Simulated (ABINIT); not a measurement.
# A GW chain in ABINIT: K2LiAlH6 (Fm-3m), part 3 of 3

How does a plane-wave GW calculation on K2LiAlH6 (Fm-3m) run from the first input to the gap?

ABINIT 10.8.3; LDA and many-body steps on it, plane waves. Known limits of the many-body steps: not at the basis limit; coarse k mesh.

So far. Step 4 (Empty states on the mesh, 2×2×2 mesh, 100 bands): On this mesh the gap is 2.154 eV. Step 5 (Screening, 2×2×2 mesh, 92 bands, screening to 106.1 eV): Local fields lower ε∞ by 12 %. On a Γ-centred mesh this coarse the value itself is usually too large, while a short band sum pulls it down.

## 6. Self-energy, 2×2×2 mesh, 92 bands, screening to 106.1 eV

The self-energy is evaluated for the states that the input lists, and the levels follow from it, in one-shot runs by the linearised quasiparticle equation.

This step: G0W0 on LDA, plane waves, norm-conserving pseudopotentials.

Contents of run.abi:

```
acell 3*1.0 Angstrom
rprim 
  -0.000000000000 3.880349530400 3.880349530400
  3.880349530400 0.000000000000 3.880349530400
  3.880349530400 3.880349530400 0.000000000000
ntypat 4
znucl 19 3 13 1
natom 10
typat 1 1 2 3 4 4 4 4 4 4
xred 
  0.750000000000 0.750000000000 0.750000000000
  0.250000000000 0.250000000000 0.250000000000
  0.500000000000 0.500000000000 0.500000000000
  0.000000000000 -0.000000000000 -0.000000000000
  0.772107360000 0.227892640000 0.227892640000
  0.772107360000 0.227892640000 0.772107360000
  0.227892640000 0.772107360000 0.772107360000
  0.227892640000 0.772107360000 0.227892640000
  0.227892640000 0.227892640000 0.772107360000
  0.772107360000 0.772107360000 0.227892640000
pp_dirpath "pseudos"
pseudos "K.upf, Li.upf, Al.upf, H.upf"
ecut 33
ngkpt 2 2 2
nshiftk 1
shiftk 0 0 0
kptopt 1
chksymbreak 0
istwfk *1
occopt 1
irdwfk 1
optdriver 4
nband 92
gwcalctyp 0
ecutsigx 33
symsigma 1
nkptgw 2
kptgw 
  0.5000000000 0.5000000000 0.0000000000
  0.0000000000 0.0000000000 0.0000000000
bdgw 
  14 18
  14 19
ecuteps 3.9
irdscr 1
ppmodel 1
indata_prefix "in"
outdata_prefix "out"
tmpdata_prefix "tmp"
```

Run with:

```bash
> OMP_NUM_THREADS=1 mpirun -n 4 abinit run.abi > log
```

Numbers of over 12 decimals in the logs are rounded to 6 here.

Log:

```text
.Version 10.8.3 of ABINIT. v10.8.2 released Aug 2026.

 Symmetries : space group Fm -3 m (#225); Bravais cF (face-center cubic)
[... echo of the input left out ...]
== DATASET  1 ==================================================================
-   mpi_nproc: 4, omp_nthreads: 1 (-1 if OMP is not activated)

--- !DatasetInfo
iteration_state: {dtset: 1, }
dimensions: {natom: 10, nkpt: 3, mband: 92, nsppol: 1, nspinor: 1, nspden: 1, mpw: 7144, }
cutoff_energies: {ecut:  33.0, pawecutdg:  -1.0, }
electrons: {nelect:   3.00000000E+01, charge:   0.00000000E+00, occopt:   1.00000000E+00, tsmear:   1.00000000E-02, }

 SIGMA: Calculation of the GW corrections

 Based on a program developped by R.W. Godby, V. Olevano, G. Onida, and L. Reining.
 Incorporated in ABINIT by V. Olevano, G.-M. Rignanese, and M. Torrent.
.Using double precision arithmetic ; gwpc =  8

[... cell and pseudopotentials left out ...]
--------------------------------------------------------------------------------

 ==== K-mesh for the wavefunctions ====
 Number of points in the irreducible wedge :     3
[... list of points left out ...]
 Together with 48 symmetry operations and time-reversal symmetry
 yields     8 points in the full Brillouin Zone.

 ==== Q-mesh for screening function ====
 Number of points in the irreducible wedge :     3
[... list of points left out ...]
 Together with 48 symmetry operations and time-reversal symmetry
 yields     8 points in the full Brillouin Zone.

 vcoul_init : cutoff-mode = AUXILIARY_FUNCTION
 q-points for optical limit:   1
     1)      0.000010    0.000020    0.000030
 setmesh: FFT mesh size selected  =    54x   54x   54
          total number of points  =       157464

 Number of electrons calculated from density =   30.0000; Expected =   30.0000
 average of density, n =  0.038044
 r_s =    1.8445
 omega_plasma =   18.8147 [eV]

 === KS Band Gaps ===
  >>>> For spin  1
   Minimum direct gap =   2.7262 [eV], located at k-point      :   0.0000  0.0000  0.0000
   Fundamental gap    =   2.1545 [eV], Top of valence bands at :   0.5000  0.5000  0.0000
                                       Bottom of conduction at :   0.0000  0.0000  0.0000
 SIGMA fundamental parameters:
 PLASMON POLE MODEL  1
 number of plane-waves for SigmaX                 7119
 number of plane-waves for SigmaC and W            283
 number of plane-waves for wavefunctions          7119
 number of bands                                    92
 number of independent spin polarizations            1
 number of spinorial components                      1
 number of k-points in IBZ                           3
 number of q-points in IBZ                           3
 number of symmetry operations                      48
 number of k-points in BZ                            8
 number of q-points in BZ                            8
 number of frequencies for dSigma/dE                 9
 frequency step for dSigma/dE [eV]                0.25
 number of omega for Sigma on real axis              0
 max omega for Sigma on real axis  [eV]           0.00
 zcut for avoiding poles [eV]                     0.10

 EPSILON^-1 parameters (SCR file):
 dimension of the eps^-1 matrix on file            283
 dimension of the eps^-1 matrix used               283
 number of plane-waves for wavefunctions          7119
 number of bands                                    92
 number of q-points in IBZ                           3
 number of frequencies                               2
 number of real frequencies                          1
 number of imag frequencies                          1

 matrix elements of self-energy operator (all in [eV])

 Perturbative Calculation

--- !SelfEnergy_ee
iteration_state: {dtset: 1, }
kpoint     : [   0.500,    0.500,    0.000, ]
spin       : 1
KS_gap     :    3.368
QP_gap     :    5.587
Delta_QP_KS:    2.219
data: !SigmaeeData |
     Band     E0 <VxcDFT>   SigX SigC(E0)      Z dSigC/dE  Sig(E)    E-E0       E
       14  -0.020 -10.407 -13.655   2.142   0.778  -0.285 -11.267  -0.861  -0.881
       15   2.200 -11.328 -14.264   1.956   0.801  -0.249 -12.113  -0.784   1.416
       16   5.569  -8.666  -3.769  -3.180   0.835  -0.198  -7.232   1.435   7.003
       17   6.928  -8.995  -3.828  -3.296   0.825  -0.211  -7.451   1.545   8.473
       18   6.928  -8.995  -3.828  -3.296   0.825  -0.211  -7.451   1.545   8.473

--- !SelfEnergy_ee
iteration_state: {dtset: 1, }
kpoint     : [   0.000,    0.000,    0.000, ]
spin       : 1
KS_gap     :    2.726
QP_gap     :    4.623
Delta_QP_KS:    1.897
data: !SigmaeeData |
     Band     E0 <VxcDFT>   SigX SigC(E0)      Z dSigC/dE  Sig(E)    E-E0       E
       14   1.629 -10.927 -13.778   1.931   0.805  -0.242 -11.668  -0.741   0.888
       15   1.629 -10.927 -13.778   1.931   0.805  -0.242 -11.668  -0.741   0.888
       16   4.355  -8.665  -4.226  -3.040   0.826  -0.211  -7.509   1.156   5.511
       17   7.342  -8.598  -3.679  -3.344   0.820  -0.220  -7.307   1.291   8.633
       18   7.342  -8.598  -3.679  -3.344   0.820  -0.220  -7.307   1.291   8.633
       19   7.342  -8.598  -3.679  -3.344   0.820  -0.220  -7.307   1.291   8.633

== END DATASET(S) ==============================================================
================================================================================

 -outvars: echo values of variables after computation  --------
           etotal      0.0000000000E+00
            nband          92
             nkpt           3
          spgroup         225
 [... the other variables as echoed above ...]

 Calculation completed.
```

Elapsed: 12 s, on 4 MPI ranks of Arm Neoverse N1, shared host; peak memory 0.85 GiB; 49 s of CPU time.

This step gave:

```
G0W0 gap on the points computed              : 4.095 eV
starting gap on the mesh                     : 2.154 eV
k of the valence top                         : 0.5, 0.5, 0
k of the conduction bottom                   : 0, 0, 0
Z at the valence top                         : 0.801
Z at the conduction bottom                   : 0.826
least direct G0W0 gap on the computed points : 4.623 eV
```

The gap on the mesh goes from 2.15 eV to 4.10 eV, a correction of +1.94 eV.

Limits: finite bands, cutoff and mesh; coarse k mesh. v1 is the top filled band, c1 the lowest empty one. Levels before and after the correction, in eV, zero at the valence-band top of each column:

```
           conduction bottom  valence top
Kohn-Sham               2.15         0.00
     G0W0               4.09         0.00
```

```
                       level  energy (eV)
Kohn-Sham     (0.5 0.5 0) v2       -2.221
Kohn-Sham     (0.5 0.5 0) v1        0.000
Kohn-Sham     (0.5 0.5 0) c1        3.368
Kohn-Sham  (0.5 0.5 0) c2-c3        4.727
Kohn-Sham            Γ v2-v1       -0.572
Kohn-Sham               Γ c1        2.154
Kohn-Sham            Γ c2-c4        5.141
     G0W0     (0.5 0.5 0) v2       -2.297
     G0W0     (0.5 0.5 0) v1        0.000
     G0W0     (0.5 0.5 0) c1        5.587
     G0W0  (0.5 0.5 0) c2-c3        7.057
     G0W0            Γ v2-v1       -0.528
     G0W0               Γ c1        4.095
     G0W0            Γ c2-c4        7.217
```

## 7. Where the time went

Times are wall times on 4 MPI ranks of Arm Neoverse N1, shared host, good to a factor of about two.

```
                          step  time  share  memory (GiB)
                  ground state  54 s   29 %          0.44
bands along the symmetry lines  54 s   29 %          0.38
      empty states on the mesh  45 s   25 %          0.36
                     screening  18 s   10 %             1
                   self-energy  12 s    7 %          0.85
```

## 8. Results

```
LDA gap              : 2.15 eV, indirect
G0W0 gap on the mesh : 4.10 eV
GW settings          : 2×2×2 mesh, 92 bands, screening to 106.1 eV, Godby-Needs plasmon pole
known limits         : not at the basis limit; coarse k mesh
```

In words: G0W0 moves the gap on the mesh from 2.15 eV to 4.10 eV (+1.94 eV), with Z of 0.80 and 0.83 at the edges. Local fields lower the RPA ε∞ on this mesh from 4.83 to 4.24; a Γ-centred mesh this coarse tends to raise both, most where the direct gap is narrow, while a short band sum lowers them. Only 2 of the mesh's irreducible points were corrected, so a valley elsewhere could overtake. Bands and cutoff are finite, so the gap is not at the basis limit. The miss can reach some tenths of an eV and take either sign; the mesh is an error of its own. In the G0W0 run levels were corrected at 2 k points alone, so a gap called «on the mesh» is the least over those, and an edge elsewhere would be missed. The 2×2×2 mesh is coarse for this cell, which bears on the long-range parts of exchange and screening.

[Paths, hosts, dates, memory and timing lines, banners, echoed tables and standing remarks are left out of the program output.]

[Logs are printed without paths, hosts, clocks, repeated set-up lines and the standing remarks that a program may print on its own settings, such as how far it seeks lower states.]

[Runs of the session that timed out or met a known fault of the program may be left out.]

[Hosts, paths, dates, database ids (printed as entryN), source tags and the programs' standing remarks are cut or masked in the printed files.]

[G0W0 gaps are taken among the corrected bands and points alone; a level outside them can change the order at an edge.]

[Where Ansatz stands beside ABINIT at settings called matched, ABINIT's density can come from a denser mesh and the files from another edition; pairs whose starting gaps differed by over 0.03 eV were left out, so agreement reads better than it is.]
